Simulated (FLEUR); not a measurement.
Computed results, one entry a study.

**Collinear magnetic orders of MnZn3 with FLEUR**

Symmetry: Pm-3m, No. 221, cubic system. Conventional cell: a = 3.860 Å, b = 3.860 Å, c = 3.860 Å, α = 90.00°, β = 90.00°, γ = 90.00°. Nearest to Mn lie 12 Zn at 2.73 Å. Zn has 8 Zn at 2.73 Å and 4 Mn at 2.73 Å nearest. Nearest to Zn lie 4 Mn at 2.73 Å and 8 Zn at 2.73 Å. Farther neighbours are not listed.

```yaml
method: LDA (VWN); all-electron FLAPW, Dirac cores, scalar-relativistic bands
program: FLEUR MaX-R8.1
settings_of_one_run: kmax 3.6 1/bohr, gmax 10.8 1/bohr, muffin tin radii Mn: 2.51, Zn: 2.51 bohr, lmax Mn: [10, 8], Zn: [10, 8], hist occupations, smearing width 0.08 eV, mixer Anderson, mixing 0.05, max iterations 90, stop 2.00e-5 me/bohr³, collinear spin, 8×4×8 k-mesh, mesh matched on, starting moments 3.5 -3.5 0 0 0 0 0 0 μB
notes: Only 5 starts were tried; other patterns of signs, canted and longer-period orders were not.
lowest_state_found: antiferromagnetic (initial antiferro q=(0,1/2,1/2) +-)
largest_site_spin_moment: 3.03 μB
next_finished_state: antiferromagnetic, 8.27 meV a seeded atom higher
energy_gained_by_spin_polarisation: 479 meV a seeded atom
```

The lowest state found is antiferromagnetic, reached from the start antiferro q=(0,1/2,1/2) +-, with moments up to 3.03 μB. The next finished state costs 8.3 meV a seeded atom.

[Logs and program files are shortened in this print: banners, set-up blocks, solver, clock and traceback lines can be left out without a mark of their own.]

[Logs are printed without paths, hosts, clocks, repeated set-up lines and the standing remarks that a program may print on its own settings, such as how far it seeks lower states.]

[Hosts, paths, dates, database ids (printed as entryN), source tags and the programs' standing remarks are cut or masked in the printed files.]

[Where a cell is said to come from a database of computed structures, the database is the Materials Project.]
